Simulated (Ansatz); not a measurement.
# 2H-VSeTe bilayer (2H stacking) in a perpendicular field

Aim: how the 2H-VSeTe bilayer (2H stacking) screens a field along its normal, and what the field does to its bands. A positive field points along +c.

Calculated with Ansatz 0.2.0; plane-wave DFT, PBE+U-D3(BJ), Ansatz PAW.

## Step 1: The structure

The cell holds 6 atoms: 2 Te, 2 V and 2 Se. Cell: a = 3.465 Å, b = 3.465 Å, c = 51.764 Å, α = 90.0°, β = 90.0°, γ = 120.0°. Regions: layer 1: 2H-VSeTe, 3 atoms (1 Te, 1 V and 1 Se); layer 2: 2H-VSeTe, 3 atoms (1 Te, 1 V and 1 Se). Vacuum lies along c.

## Step 2: Relaxing the slab

The starting cell is a guess, so the in-plane lattice and the atoms are relaxed first, with the slab cut off from its images along the normal.

input.yaml

```yaml
crystal:
  lattice:
    - [3.465, 0.0, 0.0]
    - [-1.7325, 3.0007780241, 0.0]
    - [0.0, 0.0, 51.7640912082]
  atoms:
    - { symbol: Te, position: [0.3333333333, 0.6666666667, 0.3998911121] }
    - { symbol: V, position: [0.0, 0.0, 0.4370992647], spin: 1.0 }
    - { symbol: Se, position: [0.3333333333, 0.6666666667, 0.4690905421] }
    - { symbol: Te, position: [0.0, 0.0, 0.5309094579] }
    - { symbol: V, position: [0.3333333333, 0.6666666667, 0.5681176106], spin: 1.0 }
    - { symbol: Se, position: [0.0, 0.0, 0.6001088879] }
  periodic: [true, true, false]
magnetization:
  spin_polarized: true
kpoints:
  mp_grid: { grid: [12, 12, 1] }
hamiltonian:
  xc: pbe
  dispersion: d3bj
  hubbard: { sites: [{ species: V, l: d, u_eff: 2.0 }] }
scf:
  occupations: { method: fermi_dirac, width: 0.05 }
  convergence: { dr2_threshold: 1.0e-09 }
relax:
  f_tol: 0.004
  max_steps: 90
  cell: {}
output:
  write_potential: true
  write_density: true
  volumetric_format: npy
```

On the command line:

```bash
> ansatz run input.yaml --threads 4 --pin off --max-ram 12288MiB --backend cpu --events-out ev --progress --plain --runs-dir out
```

Numbers of over 12 decimals in the logs are rounded to 6 here.

The program printed:

```text
Warning: relax.cell: scf.convergence.dr2_threshold = 1e-9 eV is looser than the 1.44684225338e-10 eV advised for a relaxation that steers and ends on the stress (1e-10 eV for each atom of the cell: 6, times the square of relax.cell.stress_2d_tol = 0.05 N/m over 20.4 Å (the atoms' height at the walk's start and 5 Å past either face), 2.455e-2 GPa, over a crystal's default 0.05). What an SCF threshold leaves in a stress goes as its square root, and in the free energy as the threshold itself, and one threshold admits the most on a small cell: [figures from the program's tests cut] Set scf.convergence.dr2_threshold to 1.44684225338e-10 eV or tighter. [rest of the remark cut]
Te: projections on atomic orbitals take those of the free atom [Kr] 4d10 5s2 5p4, of charge +0.00 (hamiltonian.pseudopotentials.projection_atoms); the dataset's partial waves leave at most 7.8e-6 of an orbital's norm unspanned inside its sphere
V: projections on atomic orbitals take those of the free atom [Ne] 3s2 3p6 3d3 4s2, of charge +0.00 (hamiltonian.pseudopotentials.projection_atoms); the dataset's partial waves leave at most 5.8e-7 of an orbital's norm unspanned inside its sphere
Se: projections on atomic orbitals take those of the free atom [Ar] 3d10 4s2 4p4, of charge +0.00 (hamiltonian.pseudopotentials.projection_atoms); the dataset's partial waves leave at most 2.3e-6 of an orbital's norm unspanned inside its sphere
Engine: ansatz 0.2.0, x86_64-unknown-linux-gnu
Pseudopotentials: kind: paw
Pseudopotential: Te, paw, valence charge 16, recommended cutoff 420 eV (normal), Te.paw.azcp
Pseudopotential: V, paw, valence charge 13, recommended cutoff 420 eV (normal), V.paw.azcp
Pseudopotential: Se, paw, valence charge 16, recommended cutoff 420 eV (normal), Se.paw.azcp
Functional definition: PBE
  parameter kappa = 0.804
  parameter beta = 0.066725
  exchange = pbe_x(kappa = kappa, mu = beta*pi^2/3)
  correlation = pbe_c(beta = beta)
Crystal: 6 atoms, lattice volume = 538.227 Å³
Basis set: ecut = 420 eV, 10499 PW (Γ), exchange–correlation on 48×48×720 points (8 copies of the dense FFT grid, shifted against one another)
Bands: 56, of which v1, the nominal top of the filled ones, is band 45 counted from 1 (44 counted from 0)
Symmetry: 6 space group operations
Space group: P3m1 (ITA 156), of the structure as read, at distance tolerance 8.1e-5 Å
Magnetic group: BNS 156.49 (UNI 1279), of the structure as read, at distance tolerance 8.1e-5 Å
k-points: 19 of 144 (time reversal used)
Non-local potential: Te, projectors of the file, l = 0: 2, l = 1: 2, l = 2: 2, l = 3: 2
Non-local potential: V, projectors of the file, l = 0: 3, l = 1: 2, l = 2: 3, l = 3: 1
Non-local potential: Se, projectors of the file, l = 0: 2, l = 1: 2, l = 2: 3, l = 3: 1
PAW form: soft (Blöchl's): semilocal exchange-correlation on the pseudo side does not see the compensation charge
PAW one-centre angular grid: Te, 590 points (default); XC on 64 Gauss nodes
PAW one-centre angular grid: V, 590 points (default); XC on 64 Gauss nodes
PAW one-centre angular grid: Se, 590 points (default); XC on 64 Gauss nodes
Initial density: superposition of atomic densities (neutral atoms: chi_scale 0, normalization atom)
Starting moments: Σ|m| = 2 μB on 2 of 6 sites
Initial wavefunctions: pseudopotential atomic-orbital guess
Functional: x = pbe(κ = 0.804, μ = 0.219515), c = pbe(β = 0.066725)
SCF iter   1: F=—  HF=-30724.011945 eV  |F-HF|=—  |Δ(HF+E_count)|=         —  Δρ=9.35e-3 (↑7.57e-3 ↓9.35e-3)  dr2=5.52e0  dr2_m=9.05e-2  M=1.998 μB ∫|m|=2.919 μB  β_m=1.00  ethr=3.10e-3  ⟨swp⟩=18.0  Hψ=12957  notcnv=0
preconditioner: auto → none  [metal: Δε(μ)=0.058 eV  Ē_g=7.004 eV  σ=0.050 eV  W_gap=0.28  n_scr=32 (ndim 8)  ℏωp=9.3 eV  f_vac=0.722  D(μ)=2.14/eV (n_scr^D=12)  sad-step TF]
SCF iter   2: F=—  HF=-30723.927626 eV  |F-HF|=—  |Δ(HF+E_count)|=   8.43e-2  Δρ=6.21e-3 (↑6.21e-3 ↓5.68e-3)  dr2=3.81e0  dr2_m=2.79e-2  M=2.007 μB ∫|m|=3.432 μB  β_m=1.00  ethr=3.10e-3  ⟨swp⟩=2.9  Hψ=3493  notcnv=0  defer=72
SCF iter   3: F=—  HF=-30726.079156 eV  |F-HF|=—  |Δ(HF+E_count)|=    2.15e0  Δρ=3.48e-2 (↑3.48e-2 ↓1.38e-2)  dr2=1.50e2  dr2_m=6.68e-1  M=1.656 μB ∫|m|=2.751 μB  β_m=0.30  ethr=3.10e-3  ⟨swp⟩=6.3  Hψ=6499  notcnv=0  defer=112
SCF iter   4: F=—  HF=-30736.636566 eV  |F-HF|=—  |Δ(HF+E_count)|=    1.06e1  Δρ=7.33e-2 (↑7.33e-2 ↓5.92e-2)  dr2=2.04e3  dr2_m=1.12e0  M=0.997 μB ∫|m|=1.339 μB  β_m=0.30  ethr=3.10e-3  ⟨swp⟩=5.6  Hψ=4261  notcnv=0  defer=120
SCF iter   5: F=—  HF=-30723.528134 eV  |F-HF|=—  |Δ(HF+E_count)|=    1.31e1  Δρ=9.18e-3 (↑9.18e-3 ↓6.97e-3)  dr2=2.87e0  dr2_m=1.12e-1  M=1.998 μB ∫|m|=3.174 μB  β_m=1.00  ethr=3.10e-3  ⟨swp⟩=4.1  Hψ=4249  notcnv=0  defer=72
SCF iter   6: F=—  HF=-30723.491268 eV  |F-HF|=—  |Δ(HF+E_count)|=   3.69e-2  Δρ=3.81e-3 (↑2.38e-3 ↓3.81e-3)  dr2=2.83e-1  dr2_m=1.73e-2  M=2.065 μB ∫|m|=3.514 μB  β_m=1.00  ethr=3.10e-3  ⟨swp⟩=3.0  Hψ=3341  notcnv=0  defer=66
SCF iter   7: F=—  HF=-30723.771290 eV  |F-HF|=—  |Δ(HF+E_count)|=   2.80e-1  Δρ=1.40e-2 (↑1.40e-2 ↓5.38e-3)  dr2=4.98e0  dr2_m=1.39e-1  M=2.440 μB ∫|m|=4.137 μB  β_m=1.00  ethr=3.14e-4  ⟨swp⟩=3.9  Hψ=4951  notcnv=0  defer=64
SCF iter   8: F=—  HF=-30723.719323 eV  |F-HF|=—  |Δ(HF+E_count)|=   5.20e-2  Δρ=6.46e-3 (↑6.46e-3 ↓3.76e-3)  dr2=2.61e0  dr2_m=1.28e-2  M=2.463 μB ∫|m|=4.311 μB  β_m=1.00  ethr=3.14e-4  ⟨swp⟩=3.9  Hψ=4293  notcnv=0  defer=62
SCF iter   9: F=—  HF=-30723.750776 eV  |F-HF|=—  |Δ(HF+E_count)|=   3.15e-2  Δρ=3.23e-3 (↑3.23e-3 ↓3.04e-3)  dr2=2.33e0  dr2_m=3.52e-3  M=2.500 μB ∫|m|=4.429 μB  β_m=0.30  ethr=3.14e-4  ⟨swp⟩=3.9  Hψ=3551  notcnv=0  defer=63
Mixer restart at iter 9: flushing history
spin-set hold released at iteration 9 (site moments contracting): the magnetisation degrees of freedom join the quasi-Newton model from the next iteration; the mixer history was flushed
SCF iter  10: F=—  HF=-30746.121425 eV  |F-HF|=—  |Δ(HF+E_count)|=    2.24e1  Δρ=8.69e-2 (↑8.48e-2 ↓8.69e-2)  dr2=3.21e3  dr2_m=2.30e0  M=0.782 μB ∫|m|=1.086 μB  β_m=0.08  ethr=3.14e-4  ⟨swp⟩=7.9  Hψ=8138  notcnv=0  defer=114  recentre
SCF iter  11: F=—  HF=-30723.752990 eV  |F-HF|=—  |Δ(HF+E_count)|=    2.24e1  Δρ=2.52e-3 (↑2.10e-3 ↓2.52e-3)  dr2=1.91e0  dr2_m=2.28e-3  M=2.472 μB ∫|m|=4.421 μB  β_m=0.07  ethr=3.14e-4  ⟨swp⟩=6.0  Hψ=5767  notcnv=0  defer=74
SCF iter  12: F=—  HF=-30723.739586 eV  |F-HF|=—  |Δ(HF+E_count)|=   1.34e-2  Δρ=2.17e-3 (↑1.70e-3 ↓2.17e-3)  dr2=1.11e0  dr2_m=2.65e-3  M=2.444 μB ∫|m|=4.448 μB  β_m=0.02  ethr=3.14e-4  ⟨swp⟩=2.1  Hψ=2634  notcnv=0  defer=63
[...]
SCF iter  37: F=—  HF=-30724.041941 eV  |F-HF|=—  |Δ(HF+E_count)|=   1.42e-6  Δρ=8.24e-6 (↑8.24e-6 ↓5.35e-6)  dr2=8.20e-6  dr2_m=9.59e-8  M=2.421 μB ∫|m|=4.444 μB  β_m=0.33  ethr=3.29e-10  ⟨swp⟩=3.1  Hψ=4419  notcnv=0  defer=90  recentre
SCF iter  38: F=—  HF=-30724.041941 eV  |F-HF|=—  |Δ(HF+E_count)|=   2.73e-7  Δρ=3.87e-6 (↑3.39e-6 ↓3.87e-6)  dr2=2.26e-6  dr2_m=4.35e-8  M=2.421 μB ∫|m|=4.444 μB  β_m=0.32  ethr=3.29e-10  ⟨swp⟩=3.0  Hψ=4514  notcnv=0  defer=90
SCF iter  39: F=—  HF=-30724.041941 eV  |F-HF|=—  |Δ(HF+E_count)|=   7.59e-8  Δρ=4.29e-6 (↑4.29e-6 ↓2.86e-6)  dr2=6.64e-7  dr2_m=4.19e-8  M=2.422 μB ∫|m|=4.444 μB  β_m=0.27  ethr=3.29e-10  ⟨swp⟩=2.9  Hψ=3482  notcnv=0  defer=90
SCF iter  40: F=—  HF=-30724.041941 eV  |F-HF|=—  |Δ(HF+E_count)|=   5.17e-9  Δρ=2.72e-6 (↑2.72e-6 ↓2.23e-6)  dr2=8.20e-8  dr2_m=2.44e-8  M=2.422 μB ∫|m|=4.444 μB  β_m=0.33  ethr=3.29e-10  ⟨swp⟩=2.8  Hψ=2838  notcnv=0  defer=90
SCF iter  41: F=—  HF=-30724.041941 eV  |F-HF|=—  |Δ(HF+E_count)|=   8.68e-8  Δρ=8.05e-6 (↑8.05e-6 ↓1.18e-6)  dr2=1.31e-6  dr2_m=8.22e-8  M=2.422 μB ∫|m|=4.444 μB  β_m=0.25  ethr=9.11e-11  ⟨swp⟩=3.0  Hψ=3820  notcnv=0  defer=90  recentre
SCF iter  42: F=—  HF=-30724.041941 eV  |F-HF|=—  |Δ(HF+E_count)|=   3.48e-8  Δρ=2.29e-6 (↑2.29e-6 ↓2.14e-6)  dr2=1.42e-7  dr2_m=1.84e-8  M=2.422 μB ∫|m|=4.444 μB  β_m=0.30  ethr=9.11e-11  ⟨swp⟩=3.0  Hψ=3141  notcnv=0  defer=90
SCF iter  43: F=—  HF=-30724.041941 eV  |F-HF|=—  |Δ(HF+E_count)|=   4.24e-8  Δρ=2.15e-6 (↑1.80e-6 ↓2.15e-6)  dr2=8.19e-8  dr2_m=1.45e-8  M=2.422 μB ∫|m|=4.444 μB  β_m=0.30  ethr=9.11e-11  ⟨swp⟩=3.0  Hψ=3603  notcnv=0  defer=90
SCF iter  44: F=—  HF=-30724.041941 eV  |F-HF|=—  |Δ(HF+E_count)|=   5.68e-9  Δρ=2.53e-6 (↑2.53e-6 ↓1.35e-6)  dr2=1.99e-8  dr2_m=1.75e-8  M=2.422 μB ∫|m|=4.444 μB  β_m=0.65  ethr=9.10e-11  ⟨swp⟩=2.6  Hψ=2738  notcnv=0  defer=90
SCF iter  45: F=—  HF=-30724.041941 eV  |F-HF|=—  |Δ(HF+E_count)|=   4.97e-8  Δρ=2.06e-6 (↑2.06e-6 ↓1.12e-6)  dr2=2.05e-7  dr2_m=3.74e-9  M=2.421 μB ∫|m|=4.444 μB  β_m=0.47  ethr=2.21e-11  ⟨swp⟩=3.2  Hψ=4565  notcnv=0  defer=90  recentre
SCF iter  46: F=—  HF=-30724.041941 eV  |F-HF|=—  |Δ(HF+E_count)|=   2.11e-8  Δρ=1.73e-6 (↑1.73e-6 ↓7.30e-7)  dr2=7.01e-8  dr2_m=5.44e-9  M=2.421 μB ∫|m|=4.444 μB  β_m=0.36  ethr=2.21e-11  ⟨swp⟩=3.0  Hψ=4538  notcnv=0  defer=90
SCF iter  47: F=—  HF=-30724.041941 eV  |F-HF|=—  |Δ(HF+E_count)|=   2.95e-9  Δρ=6.48e-7 (↑6.48e-7 ↓2.44e-7)  dr2=7.55e-9  dr2_m=7.11e-10  M=2.421 μB ∫|m|=4.444 μB  β_m=0.53  ethr=2.21e-11  ⟨swp⟩=3.0  Hψ=3459  notcnv=0  defer=90
SCF iter  48: F=—  HF=-30724.041941 eV  |F-HF|=—  |Δ(HF+E_count)|=   4.39e-9  Δρ=7.90e-7 (↑7.90e-7 ↓3.89e-7)  dr2=8.28e-8  dr2_m=6.03e-10  M=2.421 μB ∫|m|=4.444 μB  β_m=0.35  ethr=8.39e-12  ⟨swp⟩=2.8  Hψ=3088  notcnv=0  defer=90  recentre
SCF iter  49: F=—  HF=-30724.041941 eV  |F-HF|=—  |Δ(HF+E_count)|=   2.63e-9  Δρ=6.50e-7 (↑6.50e-7 ↓1.92e-7)  dr2=1.49e-8  dr2_m=5.17e-10  M=2.421 μB ∫|m|=4.444 μB  β_m=0.34  ethr=8.39e-12  ⟨swp⟩=3.0  Hψ=2929  notcnv=0  defer=90
SCF iter  50: F=—  HF=-30724.041941 eV  |F-HF|=—  |Δ(HF+E_count)|=   3.11e-9  Δρ=1.53e-6 (↑1.53e-6 ↓5.10e-7)  dr2=1.09e-7  dr2_m=1.59e-9  M=2.421 μB ∫|m|=4.444 μB  β_m=0.21  ethr=8.39e-12  ⟨swp⟩=3.0  Hψ=3346  notcnv=0  defer=90  recentre
SCF iter  51: F=-30724.041941 eV  HF=-30724.041941 eV  |F-HF|=6.80e-10  |Δ(HF+E_count)|=   2.44e-9  Δρ=1.06e-7 (↑1.06e-7 ↓7.38e-8)  dr2=1.84e-10  dr2_m=2.65e-11  M=2.421 μB ∫|m|=4.444 μB  ethr=1.11e-12  ⟨swp⟩=2.7  Hψ=6666  notcnv=0
SCF 1 converged in 51 iterations: F = -30724.041941 eV  dr2 = 1.84e-10
a single-point calculation of the run's input, under the relaxation's own `scf.mixing.negative_modes` where the relaxation goes by `scf.lower_state_search: light` itself or types `scf.max_iter`, was made at the relaxed geometry, from the atoms, in 51 SCF iterations in all. It converged +9.1 meV from the relaxation's final energy, with moments (-0.17, 1.53, -0.15, -0.18, 1.32, -0.14 Bohr magnetons, atom by atom), which does not count as lower, and the relaxation's result stands. No further magnetic order was relaxed to its end, and one can end lower (see `relax.adjacent_minimum`). Of at least 1 other set(s) of starting moments it isn't known whether they lead lower.
SCF converged after 9 iterations
Magnetization: 0.2537 μB (45.1268 up, 44.8732 down)
Absolute magnetization: 4.4914 μB (∫|ρ↑−ρ↓|, with the PAW one-centre terms)
Spin contamination: 1.5060 ħ² per cell (⟨S²⟩ above its minimum at these occupations)
Per-site moments (μB) at R_I (Å): [(-0.170222, 1.131313), (1.568530, 1.032187), (-0.143951, 1.032187), (0.173234, 1.125690), (-1.348787, 1.034022), (0.137203, 1.034022)]
Free energy (F): -30724.051052 eV
Harris-Foulkes:  -30724.051052 eV  (|F-HF|=7.28e-12)
Internal energy: -30724.033402 eV  (E = F + TS)
E sigma→0 (E₀):  -30724.042227 eV
Entropy (-TS):   -0.017650 eV (-2.942 meV/atom)
Fermi energy:    -5.018874 eV
--- Per-component energies (eV) ---
  E_band       = -3010.671965
  E_kinetic    = 1271.292565
  E_local      = -633378.183083  (includes V_loc(G=0)·N_el)
  E_nonlocal   = -1899.723192
  E_hartree    = 316225.946265
  E_xc         = -718.355028
  E_vxc        = -735.890321  (∫ρ·V_xc dr)
  E_hubbard    = 3.926809  (on-site DFT+U / exact-exchange correction)
  E_vhub       = 0.123358  (the Hubbard potential's part of the band-sum identity)
  E_paw        = -15374.746008  (= ΣΔE_a)
  E_vpaw       = -720.183188  (= ΣTr[D̂ρ^β])
  E_aug_tail   = -0.001004  (compensation charges beyond the density's cutoff)
  E_ewald      = 303148.229705
  E_disp       = -2.420430  (pairwise vdW)
  E_smearing   = -0.017650  (= −TS)
  E_closure    = 0.000000  (closes the sum)
  Σ components = -30724.051052   (vs F -30724.051052, Δ=0.00e0)
--- Forces (eV/Å), atoms counted from 1 ---
  atom   1  Te     0.00000000    -0.00000000    -0.00017928
  atom   2  V      0.00000000     0.00000000     0.00088108
  atom   3  Se     0.00000000    -0.00000000    -0.00016774
  atom   4  Te     0.00000000     0.00000000    -0.00152847
  atom   5  V     -0.00000000    -0.00000000     0.00194999
  atom   6  Se     0.00000000     0.00000000    -0.00095462
  max |Σ_I F_I| component: 9.59e-7 eV/Å
--- 2D stress c σ (N/m, compression-positive) ---
       -0.003459      -0.000000       0.000000
       -0.000000      -0.003459       0.000000
        0.000000       0.000000      -0.000000
  P = ½ c Tr σ = -0.0035 N/m
--- Band table (eV; the first three rows and the last of 38) ---
  k-point 0 ↑: bands = [... 41 lower, -5.9662, -5.1639, -4.8130, -4.8130, -3.3721, -2.8318, -2.8318, -2.2449, ... 7 higher]
  k-point 1 ↑: bands = [... 41 lower, -6.0437, -5.2290, -5.0906, -4.9124, -3.4510, -3.0733, -2.9018, -2.7094, ... 7 higher]
  k-point 2 ↑: bands = [... 41 lower, -6.2110, -5.9372, -5.4428, -5.1265, -3.8451, -3.6528, -3.3300, -3.2113, ... 7 higher]
  k-point 18 ↓: bands = [... 41 lower, -7.8240, -6.5327, -6.2112, -5.6416, -5.0447, -3.9557, -3.8092, -3.6707, ... 7 higher]
  the weakly bound empty levels are not read free of the cell's end (hubbard_term)
--- Relaxed structure (8 steps of the walk, 8 accepted, 1 SCFs on fresh bases) ---
  F+E_penalty+E_count = -30724.05105226 eV   max|allowed force component| = 1.950e-3 eV/Å   (the final SCF, on the basis selected at the relaxed cell)
  cell:  # Å, volume = 536.6987 Å³
    - [3.460076, 0.0, 0]
    - [-1.730038, 2.996514, 0]
    - [0, 0, 51.7640912082]
  atoms:
    - { symbol: Te, position: [0.333333, 0.666667, 0.404325] }
    - { symbol: V, position: [3.899389670224199e-18, -2.775557561562891e-17, 0.440626] }
    - { symbol: Se, position: [0.333333, 0.666667, 0.469736] }
    - { symbol: Te, position: [-1.2098015312878578e-18, -2.775557561562892e-17, 0.529815] }
    - { symbol: V, position: [0.333333, 0.666667, 0.565731] }
    - { symbol: Se, position: [-5.666804765752708e-18, -2.775557561562892e-17, 0.594984] }
```

It took 13 min on 4 threads of Intel Xeon Platinum 8488C (Sapphire Rapids), shared host; peak memory 2.2 GiB; 52 min of CPU time.

The steps of the relaxation:

| step | energy less that of the first step (eV) | largest force component (eV/Å) | volume (Å³) |
| --- | --- | --- | --- |
| 1 | 0.0000 | 1.3078 | 538.23 |
| 2 | -0.1490 | 0.7708 | 543.69 |
| 3 | -0.2297 | 0.0795 | 537.55 |
| 4 | -0.2306 | 0.0395 | 537.65 |
| 5 | -0.2309 | 0.0657 | 537.35 |
| 6 | -0.2312 | 0.0438 | 537.09 |
| 7 | -0.2313 | 0.0210 | 536.64 |
| 8 | -0.2314 | 0.0020 | 536.70 |
| 9* | -0.2313 | 0.0019 | 536.70 |
| 9* | -0.2313 | 0.0019 | 536.70 |

Relaxation steps marked * repeat the geometry before them on a plane-wave basis chosen anew for their cell, so energy and pressure can jump there.

The run keeps the 6 symmetry operations that it works with, so distortions that break them were not tested.

| cell as run | before | after | change |
| --- | --- | --- | --- |
| a (Å) | 3.465 | 3.460 | -0.1 % |
| b (Å) | 3.465 | 3.460 | -0.1 % |

The atoms that moved most (Å, along periodic axes as changes of fractional coordinates times the final cell, across vacuum about the mean position):

| atom | dx | dy | dz | length |
| --- | --- | --- | --- | --- |
| Se6 | 0.000 | 0.000 | -0.265 | 0.265 |
| Te1 | 0.000 | 0.000 | 0.229 | 0.229 |
| V2 | 0.000 | 0.000 | 0.183 | 0.183 |
| V5 | 0.000 | 0.000 | -0.124 | 0.124 |
| Te4 | 0.000 | 0.000 | -0.057 | 0.057 |
| Se3 | 0.000 | 0.000 | 0.033 | 0.033 |

Final coordinates:

```xyz
6
Lattice="3.4601 0.0000 0.0000 -1.7300 2.9965 0.0000 0.0000 0.0000 51.7641" Properties=species:S:1:pos:R:3
Te    0.0000    1.9977   20.9295
V     0.0000    0.0000   22.8086
Se    0.0000    1.9977   24.3155
Te    0.0000    0.0000   27.4254
V     0.0000    1.9977   29.2846
Se    0.0000    0.0000   30.7988
```

This step gave:

```
energy at zero smearing : -30724.0422 eV
total moment            : 0.2537 μB
site moments            : -0.1702, 1.569, -0.1440, 0.1732, -1.349, 0.1372 μB
```

Site moment by atom:

| atom | site moment (μB) |
| --- | --- |
| Te1 | -0.17 |
| V2 | 1.57 |
| Se3 | -0.14 |
| Te4 | 0.17 |
| V5 | -1.35 |
| Se6 | 0.14 |

The lattice constant a goes from 3.465 to 3.460 Å.

[end of part 1 of 3]

[Logs are printed without paths, hosts, clocks, repeated set-up lines and the standing remarks that a program may print on its own settings, such as how far it seeks lower states.]

[Hosts, paths, dates, database ids (printed as entryN), source tags and the programs' standing remarks are cut or masked in the printed files.]

[Maps of the electrostatic potential energy from Ansatz leave out the sawtooth potential of an applied field or a dipole correction, so their vacuum need not be flat; planar profiles and work functions include it.]
